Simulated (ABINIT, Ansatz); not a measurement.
# PbSe2 (Fm-3m): zone-centre phonons

Which modes does PbSe2 (Fm-3m) have at the zone centre?

Program: ABINIT 10.8.3. Level of theory: DFT LDA, scalar-relativistic, plane waves, HGH norm-conserving pseudopotentials. Results are calculated unless marked as measured.

The structure was built from a prototype and need not be the compound's stable phase.

## 1. Starting point

It takes space group Fm-3m (No. 225, cubic). The conventional cell has a = 6.910 Å, b = 6.910 Å, c = 6.910 Å, α = 90.00°, β = 90.00°, γ = 90.00°. Nearest to Pb lie 8 Se at 2.99 Å. Nearest to Se lie 4 Pb at 2.99 Å. Farther neighbours and most contacts between anions are not listed.

As a file:

```cif
data_structure
_symmetry_space_group_name_H-M 'Fm-3m'
_symmetry_Int_Tables_number 225
_cell_length_a 6.9101
_cell_length_b 6.9101
_cell_length_c 6.9101
_cell_angle_alpha 90.000
_cell_angle_beta 90.000
_cell_angle_gamma 90.000
_cell_volume 329.96
loop_
_atom_site_label
_atom_site_type_symbol
_atom_site_symmetry_multiplicity
_atom_site_Wyckoff_symbol
_atom_site_fract_x
_atom_site_fract_y
_atom_site_fract_z
_atom_site_occupancy
Pb1 Pb 4 a 0.00000 0.00000 0.00000 1
Se1 Se 8 c 0.25000 0.75000 0.75000 1
```

## 2. Relaxation

Frequencies change by per cents with a per cent of volume, so the structure is first brought to rest at this level of theory.

The starting cell comes from a relaxation made beforehand in Ansatz (LDA, PseudoDojo NC).

relax.abi reads:

```
# relaxation
ionmov 2
optcell 2
dilatmx 1.08
ntime 40
tolmxf 1.0d-05
tolvrs 1.0d-14
prtwf 0
prtden 0
chksymtnons 0

# basis, mesh and filling
ecut 20.0
ecutsm 0.5
ixc 7
ngkpt 8 8 8
nshiftk 1
shiftk 0.0 0.0 0.0
istwfk *1
occopt 7
tsmear 0.01
nband 14
nstep 100
diemac 1000000.0
prtebands 0
prtgsr 0

# cell and atoms
acell 3*1.0 Angstrom
rprim 
    0.0 3.455060425 3.455060425
    3.455060425 0.0 3.455060425
    3.455060425 3.455060425 0.0
ntypat 2
znucl 82 34
natom 3
typat 1 2 2
xred 
    0.0 0.0 0.0
    0.25 0.25 0.25
    0.75 0.75 0.75
pp_dirpath "./pseudo"
pseudos "Pb.hgh, Se.hgh"
```

Started as:

```
OMP_NUM_THREADS=1 mpirun -n 2 abinit relax.abi > relax.log
```

Numbers of over 12 decimals in the logs are rounded to 6 here.

relax.abo, the main output file:

```text
[banners, grids, parts of the stress and lines that vanish by symmetry left out]
- input  file    -> relax.abi
- output file    -> relax.abo
- root for input  files -> relaxi
[...]
Symmetries : space group Fm -3 m (#225); Bravais cF (face-center cubic)
[...]
mpw =        3028          nfft =       91125          nkpt =          29
[...]
== DATASET  1 ==================================================================
[...]
cutoff_energies: {ecut:  20.0, pawecutdg:  -1.0, }
[...]
Exchange-correlation functional for the present dataset will be:
  LDA: Perdew-Wang 92 LSD fit to Ceperley-Alder data - ixc=7
[...]
ETOT  1  -22.615314102681    -2.262E+01 1.949E-02 6.580E+01
 ETOT  2  -22.632118192880    -1.680E-02 8.894E-04 2.606E+00
 ETOT  3  -22.632238483005    -1.203E-04 4.321E-04 5.648E-01
 ETOT  4  -22.632265048324    -2.657E-05 6.747E-04 7.409E-02
 ETOT  5  -22.632269071814    -4.023E-06 1.139E-04 1.348E-04
[...]
At SCF step   10       vres2   =  2.68E-15 < tolvrs=  1.00E-14 =>converged.
[...]
sigma(1 1)=  2.47350244E-05  sigma(3 2)=  0.00000000E+00
  sigma(2 2)=  2.47350244E-05  sigma(3 1)=  0.00000000E+00
  sigma(3 3)=  2.47350244E-05  sigma(2 1)=  0.00000000E+00
[...]
convergence: {deltae:  2.167E-13, res2:  2.679E-15, residm:  2.000E-05, diffor: null, }
etotal    :  -2.26322691E+01
[...]
ETOT  1  -22.632292903815    -2.263E+01 9.622E-06 3.341E-02
[...]
At SCF step    8       vres2   =  8.38E-15 < tolvrs=  1.00E-14 =>converged.
[...]
sigma(1 1)=  2.13220405E-05  sigma(3 2)=  0.00000000E+00
  sigma(2 2)=  2.13220405E-05  sigma(3 1)=  0.00000000E+00
  sigma(3 3)=  2.13220405E-05  sigma(2 1)=  0.00000000E+00
[...]
convergence: {deltae: -9.983E-13, res2:  8.377E-15, residm:  2.570E-06, diffor: null, }
etotal    :  -2.26322976E+01
[...]
ETOT  1  -22.632199119433    -2.263E+01 6.146E-05 1.247E+00
[...]
At SCF step    9       vres2   =  5.51E-16 < tolvrs=  1.00E-14 =>converged.
[...]
sigma(1 1)= -1.93490562E-06  sigma(3 2)=  0.00000000E+00
  sigma(2 2)= -1.93490562E-06  sigma(3 1)=  0.00000000E+00
  sigma(3 3)= -1.93490562E-06  sigma(2 1)=  0.00000000E+00
[...]
convergence: {deltae:  4.405E-13, res2:  5.512E-16, residm:  9.830E-08, diffor: null, }
etotal    :  -2.26323740E+01
[...]
ETOT  1  -22.632373397498    -2.263E+01 1.949E-07 8.517E-03
[...]
At SCF step    8       vres2   =  2.03E-15 < tolvrs=  1.00E-14 =>converged.
[...]
sigma(1 1)=  1.26117917E-07  sigma(3 2)=  0.00000000E+00
  sigma(2 2)=  1.26117917E-07  sigma(3 1)=  0.00000000E+00
  sigma(3 3)=  1.26117917E-07  sigma(2 1)=  0.00000000E+00
[...]
convergence: {deltae: -4.370E-13, res2:  2.032E-15, residm:  6.023E-09, diffor: null, }
etotal    :  -2.26323746E+01
[...]
ETOT  1  -22.632374591305    -2.263E+01 1.043E-07 3.193E-05
[...]
ETOT  6  -22.632374595788    -1.208E-13 2.677E-10 4.473E-14
 ETOT  7  -22.632374595788    -1.599E-13 1.887E-09 6.332E-16
 At SCF step    7       vres2   =  6.33E-16 < tolvrs=  1.00E-14 =>converged.
[...]
sigma(1 1)=  8.47333923E-10  sigma(3 2)=  0.00000000E+00
  sigma(2 2)=  8.47333923E-10  sigma(3 1)=  0.00000000E+00
  sigma(3 3)=  8.47333922E-10  sigma(2 1)=  0.00000000E+00
[...]
convergence: {deltae: -1.599E-13, res2:  6.332E-16, residm:  1.887E-09, diffor: null, }
etotal    :  -2.26323746E+01
[...]
At Broyd/MD step   5, gradients are converged :
[...]
sigma(1 1)=  8.47333923E-10  sigma(3 2)=  0.00000000E+00
  sigma(2 2)=  8.47333923E-10  sigma(3 1)=  0.00000000E+00
  sigma(3 3)=  8.47333922E-10  sigma(2 1)=  0.00000000E+00
[...]
- sigma(1 1)=  2.49294247E-05  sigma(3 2)=  0.00000000E+00
- sigma(2 2)=  2.49294247E-05  sigma(3 1)=  0.00000000E+00
- sigma(3 3)=  2.49294247E-05  sigma(2 1)=  0.00000000E+00
[...]
fcart     -0.0000000000E+00 -0.0000000000E+00 -0.0000000000E+00
           strten      8.4733392286E-10  8.4733392264E-10  8.4733392178E-10
================================================================================

[key lines of the parts left out:]
pressure_GPa:  -2.4929E-05
Total energy (etotal) [Ha]= -2.26323745957880E+01
```

It took 3.3 min on 2 MPI ranks of Arm Neoverse N1, shared host.

The steps of the relaxation:

```tsv
step	energy less that of the first step (eV)	largest force (eV/Å)	volume (Å³)
1	0.0000	0.0000	82.49
2	-0.0008	0.0000	82.31
3	-0.0029	0.0000	81.18
4	-0.0029	0.0000	81.28
5	-0.0029	0.0000	81.27
```

```tsv
conventional cell, symmetrised	before	after	change
a (Å)	6.910	6.876	-0.5 %
b (Å)	6.910	6.876	-0.5 %
c (Å)	6.910	6.876	-0.5 %
volume (Å³/atom)	27.50	27.09	-1.5 %
```

Final coordinates:

```xyz
3
Lattice="0.0000 3.4379 3.4379 3.4379 0.0000 3.4379 3.4379 3.4379 0.0000" Properties=species:S:1:pos:R:3 pbc="T T T"
Pb    0.0000    0.0000    0.0000
Se    1.7190    1.7190    1.7190
Se    5.1569    5.1569    5.1569
```

Numbers from this step:

| Property | Result |
| --- | --- |
| volume per atom | 27.09 Å³ |
| pressure | -2.49e-5 GPa |
| gap on the k-mesh | 0 eV |

The volume changes by -1.5 % from the cell with which this run began.

## 3. Ground state

The response is built on these wavefunctions, so the potential is converged far more tightly than an energy would need. ecutsm is kept as in the relaxation, so that the cell stays at rest. Occupations are smeared.

gs.abi reads:

```
# ground state
tolvrs 1.0d-16
prtden 1
prtwf 1

# basis, mesh and filling
ecut 20.0
ecutsm 0.5
ixc 7
ngkpt 8 8 8
nshiftk 1
shiftk 0.0 0.0 0.0
istwfk *1
occopt 7
tsmear 0.01
nband 14
nstep 100
diemac 1000000.0
prtebands 0
prtgsr 0

# cell and atoms
acell 3*1.0 Angstrom
rprim 
    0.0 3.437949832 3.437949832
    3.437949832 0.0 3.437949832
    3.437949832 3.437949832 0.0
ntypat 2
znucl 82 34
natom 3
typat 1 2 2
xred 
    0.0 0.0 0.0
    0.25 0.25 0.25
    0.75 0.75 0.75
pp_dirpath "./pseudo"
pseudos "Pb.hgh, Se.hgh"
```

Started as:

```
OMP_NUM_THREADS=1 mpirun -n 2 abinit gs.abi > gs.log
```

gs.abo, the main output file:

```text
[banners, grids, parts of the stress and lines that vanish by symmetry left out]
- input  file    -> gs.abi
- output file    -> gs.abo
- root for input  files -> gsi
[...]
Symmetries : space group Fm -3 m (#225); Bravais cF (face-center cubic)
[...]
mpw =        2397          nfft =       64000          nkpt =          29
[...]
== DATASET  1 ==================================================================
[...]
cutoff_energies: {ecut:  20.0, pawecutdg:  -1.0, }
[...]
Exchange-correlation functional for the present dataset will be:
  LDA: Perdew-Wang 92 LSD fit to Ceperley-Alder data - ixc=7
[...]
ETOT  1  -22.614387548075    -2.261E+01 1.677E-02 4.632E+01
 ETOT  2  -22.632213907767    -1.783E-02 5.663E-04 1.940E+00
 ETOT  3  -22.632343333877    -1.294E-04 1.675E-04 4.090E-01
 ETOT  4  -22.632370849216    -2.752E-05 4.981E-04 5.116E-02
 ETOT  5  -22.632374822774    -3.974E-06 6.565E-05 9.558E-05
[...]
ETOT 10  -22.632374831308    -1.990E-13 5.053E-06 1.503E-15
 ETOT 11  -22.632374831307     6.928E-13 8.447E-06 7.023E-18
 At SCF step   11       vres2   =  7.02E-18 < tolvrs=  1.00E-16 =>converged.
[...]
sigma(1 1)= -2.27718013E-10  sigma(3 2)=  0.00000000E+00
  sigma(2 2)= -2.27718014E-10  sigma(3 1)=  0.00000000E+00
  sigma(3 3)= -2.27718013E-10  sigma(2 1)=  0.00000000E+00
[...]
convergence: {deltae:  6.928E-13, res2:  7.023E-18, residm:  8.447E-06, diffor: null, }
etotal    :  -2.26323748E+01
[...]
sigma(1 1)= -2.27718013E-10  sigma(3 2)=  0.00000000E+00
  sigma(2 2)= -2.27718014E-10  sigma(3 1)=  0.00000000E+00
  sigma(3 3)= -2.27718013E-10  sigma(2 1)=  0.00000000E+00
[...]
- sigma(1 1)= -6.69969526E-06  sigma(3 2)=  0.00000000E+00
- sigma(2 2)= -6.69969527E-06  sigma(3 1)=  0.00000000E+00
- sigma(3 3)= -6.69969526E-06  sigma(2 1)=  0.00000000E+00
[...]
fcart     -0.0000000000E+00 -0.0000000000E+00 -0.0000000000E+00
           strten     -2.2771801350E-10 -2.2771801372E-10 -2.2771801350E-10
================================================================================

[key lines of the parts left out:]
pressure_GPa:   6.6997E-06
```

The job ended after 33 s (2 MPI ranks; 66 s of CPU time).

Numbers from this step:

```yaml
pressure: 6.70e-6 GPa
```

The cell stands at 6.7e-6 GPa, close enough for phonons.

## 4. Linear response at Γ

At q = 0 one unit cell holds all displacements. The response is solved for single atoms along the cell's directions, and symmetry skips those that follow from others. The crystal is treated as a metal, which screens a static field, so no field response is asked.

dfpt_gamma.abi reads:

```

# common to the responses
getwfk_filepath "gso_WFK"
kptopt 2
nqpt 1
qpt 0.0 0.0 0.0
asr 0
chneut 0

# displacements
rfphon 1
rfatpol 1 3
rfdir 1 1 1
tolvrs 1.0d-10
prtwf 0

# basis, mesh and filling
ecut 20.0
ecutsm 0.5
ixc 7
ngkpt 8 8 8
nshiftk 1
shiftk 0.0 0.0 0.0
istwfk *1
occopt 7
tsmear 0.01
nband 14
nstep 100
diemac 1000000.0
prtebands 0
prtgsr 0

# cell and atoms
acell 3*1.0 Angstrom
rprim 
    0.0 3.437949832 3.437949832
    3.437949832 0.0 3.437949832
    3.437949832 3.437949832 0.0
ntypat 2
znucl 82 34
natom 3
typat 1 2 2
xred 
    0.0 0.0 0.0
    0.25 0.25 0.25
    0.75 0.75 0.75
pp_dirpath "./pseudo"
pseudos "Pb.hgh, Se.hgh"
```

Started as:

```
OMP_NUM_THREADS=1 mpirun -n 2 abinit dfpt_gamma.abi > dfpt_gamma.log
```

dfpt_gamma.abo, the main output file:

```text
[banners, grids, parts of the stress and lines that vanish by symmetry left out]
- input  file    -> dfpt_gamma.abi
- output file    -> dfpt_gamma.abo
- root for input  files -> dfpt_gammai
- root for output files -> dfpt_gammao

 Symmetries : space group Fm -3 m (#225); Bravais cF (face-center cubic)
================================================================================
 Values of the parameters that define the memory need of the present run (RF).
     intxc =       0      iscf =       7    lmnmax =       6     lnmax =       6
     mgfft =      40  mpssoang =       3    mqgrid =    3001     natom =       3
  nloc_mem =       1    nspden =       1   nspinor =       1    nsppol =       1
      nsym =      48    n1xccc =       0    ntypat =       2    occopt =       7
   xclevel =       1
-    mband =          14        mffmem =           1         mkmem =         130
-   mkqmem =         130        mk1mem =         130           mpw =        2397
      nfft =       64000          nkpt =         260
- my_mband =          14
================================================================================
================================================================================

--------------------------------------------------------------------------------
------------- Echo of variables that govern the present computation ------------
--------------------------------------------------------------------------------
-
- outvars: echo of selected default values
-   iomode0 =  0 , fftalg0 =312 , wfoptalg0 =  0
-
- outvars: echo of global parameters not present in the input file
-  max_nthreads =    1
-
 -outvars: echo values of preprocessed input variables
 [... echo left out ...]
================================================================================

 chkinp: Checking input parameters for consistency.

[...]
== DATASET  1 ==================================================================
-   mpi_nproc: 2, omp_nthreads: 1 (-1 if OMP is not activated)

--- !DatasetInfo
iteration_state: {dtset: 1, }
dimensions: {natom: 3, nkpt: 260, mband: 14, nsppol: 1, nspinor: 1, nspden: 1, mpw: 2397, }
cutoff_energies: {ecut:  20.0, pawecutdg:  -1.0, }
electrons: {nelect:   1.60000000E+01, charge:   0.00000000E+00, occopt:   7.00000000E+00, tsmear:   1.00000000E-02, }
meta: {optdriver: 1, rfphon: 1, }
...

 mkfilename: getwfk from: gso_WFK

 Exchange-correlation functional for the present dataset will be:
  LDA: Perdew-Wang 92 LSD fit to Ceperley-Alder data - ixc=7
 Citation for XC functional:
  J.P.Perdew and Y.Wang, PRB 45, 13244 (1992)

 Real(R)+Recip(G) space primitive vectors, cartesian coordinates (Bohr,Bohr^-1):
 R(1)=  0.0000000  6.4967836  6.4967836  G(1)= -0.0769612  0.0769612  0.0769612
 R(2)=  6.4967836  0.0000000  6.4967836  G(2)=  0.0769612 -0.0769612  0.0769612
 R(3)=  6.4967836  6.4967836  0.0000000  G(3)=  0.0769612  0.0769612 -0.0769612
 Unit cell volume ucvol=  5.4843505E+02 bohr^3
 Angles (23,13,12)=  6.00000000E+01  6.00000000E+01  6.00000000E+01 degrees
 setup1 : take into account q-point for computing boxcut.

 getcut: wavevector=  0.0000  0.0000  0.0000  ngfft=  40  40  40
         ecut(hartree)=     20.000   => boxcut(ratio)=   2.16255

--- Pseudopotential description ------------------------------------------------
- pspini: atom type   1  psp file is ./pseudo/Pb.hgh

- pspini: atom type   2  psp file is ./pseudo/Se.hgh

   5.11796271E+02                                ecore*ucvol(ha*bohr**3)
--------------------------------------------------------------------------------

 ==>  initialize data related to q vector <==

 The list of irreducible perturbations for this q vector is:
    1)    idir= 1    ipert=   1
    2)    idir= 1    ipert=   2

[...]
The perturbation idir=   2  ipert=   1 is
 symmetric of a previously calculated perturbation.
 So, its SCF calculation is not needed.

 The perturbation idir=   3  ipert=   1 is
 symmetric of a previously calculated perturbation.
 So, its SCF calculation is not needed.

 The perturbation idir=   2  ipert=   2 is
 symmetric of a previously calculated perturbation.
 So, its SCF calculation is not needed.

 The perturbation idir=   3  ipert=   2 is
 symmetric of a previously calculated perturbation.
 So, its SCF calculation is not needed.

 The perturbation idir=   1  ipert=   3 is
 symmetric of a previously calculated perturbation.
 So, its SCF calculation is not needed.

 The perturbation idir=   2  ipert=   3 is
 symmetric of a previously calculated perturbation.
 So, its SCF calculation is not needed.

 The perturbation idir=   3  ipert=   3 is
 symmetric of a previously calculated perturbation.
 So, its SCF calculation is not needed.

--------------------------------------------------------------------------------
 Perturbation wavevector (in red.coord.)   0.000000  0.000000  0.000000
 Perturbation : displacement of atom   1   along direction   1
 Found     4 symmetries that leave the perturbation invariant.

[...]
dfpt_looppert : total number of electrons, from k and k+q
  fully or partially occupied states are    1.600000E+01 and    1.600000E+01.
 Initialisation of the first-order wave-functions :
  ireadwf=   0

--- !BeginCycle
iteration_state: {dtset: 1, }
solver: {iscf: 7, nstep: 100, nline: 4, wfoptalg: 0, }
tolerances: {tolvrs: 1.00E-10, }
...

     iter   2DEtotal(Ha)        deltaE(Ha) residm    vres2
-ETOT  1   16.506305210233     -5.994E+01 3.905E-01 4.336E+04
 ETOT  2   2.384724     -1.412E+01 1.984E-02 6.247E+02
 ETOT  3   2.221592     -1.631E-01 2.890E-04 6.196E+01
 ETOT  4   2.208081     -1.351E-02 3.313E-05 2.515E+00
 ETOT  5   2.207688     -3.930E-04 9.125E-07 1.227E-02
[...]
At SCF step   10       vres2   =  1.02E-12 < tolvrs=  1.00E-10 =>converged.
[...]
Mean square residual over all n,k,spin=   68.076E-19; max=  39.396E-18

 Thirteen components of 2nd-order total energy (hartree) are
 1,2,3: 0th-order hamiltonian combined with 1st-order wavefunctions
     kin0=   7.73078282E+01 eigvalue=   2.77111659E+00  local=  -3.77601077E+01
 4,5,6: 1st-order hamiltonian combined with 1st and 0th-order wfs
 loc psp =  -3.10908018E+01  Hartree=   1.44955853E+01     xc=  -7.97601682E+00
 note that "loc psp" includes a xc core correction that could be resolved
 7,8,9: eventually, occupation + non-local contributions
    edocc=   9.53656361E+00     enl0=   1.58680263E+01   enl1=  -1.17395189E+02
 1-9 gives the relaxation energy (to be shifted if some occ is /=2.0)
   erelax=  -7.42429954E+01
 10,11,12 Non-relaxation  contributions : frozen-wavefunctions and Ewald
 fr.local=  -1.12909652E+01 fr.nonlo=   5.67937281E+01  Ewald=   3.09479185E+01
 13,14 Frozen wf xc core corrections (1) and (2)
 frxc 1  =   0.00000000E+00  frxc 2 =   0.00000000E+00
 Resulting in :
 2DEtotal=    0.2207685894E+01 Ha. Also 2DEtotal=    0.600741935649E+02 eV
    (2DErelax=   -7.4242995439E+01 Ha. 2DEnonrelax=    7.6450681333E+01 Ha)
    (  non-var. 2DEtotal :    2.2076858238E+00 Ha)

[...]
Perturbation wavevector (in red.coord.)   0.000000  0.000000  0.000000
 Perturbation : displacement of atom   2   along direction   1
 Found     2 symmetries that leave the perturbation invariant.

--------------------------------------------------------------------------------

--------------------------------------------------------------------------------

 dfpt_looppert : total number of electrons, from k and k+q
  fully or partially occupied states are    1.600000E+01 and    1.600000E+01.
 Initialisation of the first-order wave-functions :
  ireadwf=   0

--- !BeginCycle
iteration_state: {dtset: 1, }
solver: {iscf: 7, nstep: 100, nline: 4, wfoptalg: 0, }
tolerances: {tolvrs: 1.00E-10, }
...

     iter   2DEtotal(Ha)        deltaE(Ha) residm    vres2
-ETOT  1   160.94050221393     -3.228E+02 4.559E-01 4.454E+05
[...]
ETOT 11   1.531723     -1.194E-11 2.386E-15 1.623E-10
 ETOT 12   1.531723     -2.842E-12 5.089E-17 5.571E-12

 At SCF step   12       vres2   =  5.57E-12 < tolvrs=  1.00E-10 =>converged.
[...]
Mean square residual over all n,k,spin=   80.121E-19; max=  50.891E-18

 Thirteen components of 2nd-order total energy (hartree) are
 1,2,3: 0th-order hamiltonian combined with 1st-order wavefunctions
     kin0=   4.72203942E+02 eigvalue=   7.15411530E+00  local=  -2.78757036E+02
 4,5,6: 1st-order hamiltonian combined with 1st and 0th-order wfs
 loc psp =  -2.23793415E+02  Hartree=   1.16313168E+02     xc=  -4.41221926E+01
 note that "loc psp" includes a xc core correction that could be resolved
 7,8,9: eventually, occupation + non-local contributions
    edocc=   2.51592876E+01     enl0=   1.84253048E+02   enl1=  -7.40615250E+02
 1-9 gives the relaxation energy (to be shifted if some occ is /=2.0)
   erelax=  -4.82204332E+02
 10,11,12 Non-relaxation  contributions : frozen-wavefunctions and Ewald
 fr.local=   7.55687527E+01 fr.nonlo=   3.69482405E+02  Ewald=   3.86848981E+01
 13,14 Frozen wf xc core corrections (1) and (2)
 frxc 1  =   0.00000000E+00  frxc 2 =   0.00000000E+00
 Resulting in :
 2DEtotal=    0.1531723445E+01 Ha. Also 2DEtotal=    0.416803182814E+02 eV
    (2DErelax=   -4.8220433239E+02 Ha. 2DEnonrelax=    4.8373605584E+02 Ha)
    (  non-var. 2DEtotal :    1.5317234364E+00 Ha)

[...]
---- first-order wavefunction calculations are completed ----

 ==> Compute Derivative Database <==

 [... matrices left out ...]
  Phonon wavevector (reduced coordinates) :  0.00000  0.00000  0.00000
 Phonon energies in Hartree :
   1.124236E-05  1.124236E-05  1.124236E-05  4.003289E-04  4.003289E-04
   4.003289E-04  4.012192E-04  4.012192E-04  4.012192E-04
 Phonon frequencies in cm-1    :
-  2.467412E+00  2.467412E+00  2.467412E+00  8.786204E+01  8.786204E+01
-  8.786204E+01  8.805743E+01  8.805743E+01  8.805743E+01

== END DATASET(S) ==============================================================
================================================================================

 -outvars: echo values of variables after computation
            acell      1.8897261259E+00  1.8897261259E+00  1.8897261259E+00 Bohr
           etotal      1.5317234449E+00
            fcart      0.0000000000E+00  0.0000000000E+00  0.0000000000E+00
           strten      0.0000000000E+00  0.0000000000E+00  0.0000000000E+00
================================================================================
```

Run time: 4.7 min. Hardware: 2 MPI ranks; 9.3 min of CPU time.

Numbers from this step:

```
largest acoustic frequency at the zone centre before the sum rule : 2.47 cm⁻¹
highest optical zone-centre mode (no LO-TO term)                  : 88.06 cm⁻¹
lowest optical zone-centre mode                                   : 87.86 cm⁻¹
```

The acoustic modes at Γ come out as far as 2.5 cm⁻¹ from zero, where they should vanish, a small numerical error.

(Continued in part 2 of 2.)

[Host names and launcher messages were left out of these logs when they were recorded.]

[Logs are printed without paths, hosts, clocks, repeated set-up lines and the standing remarks that a program may print on its own settings, such as how far it seeks lower states.]

[Hosts, paths, dates, database ids (printed as entryN), source tags and the programs' standing remarks are cut or masked in the printed files.]
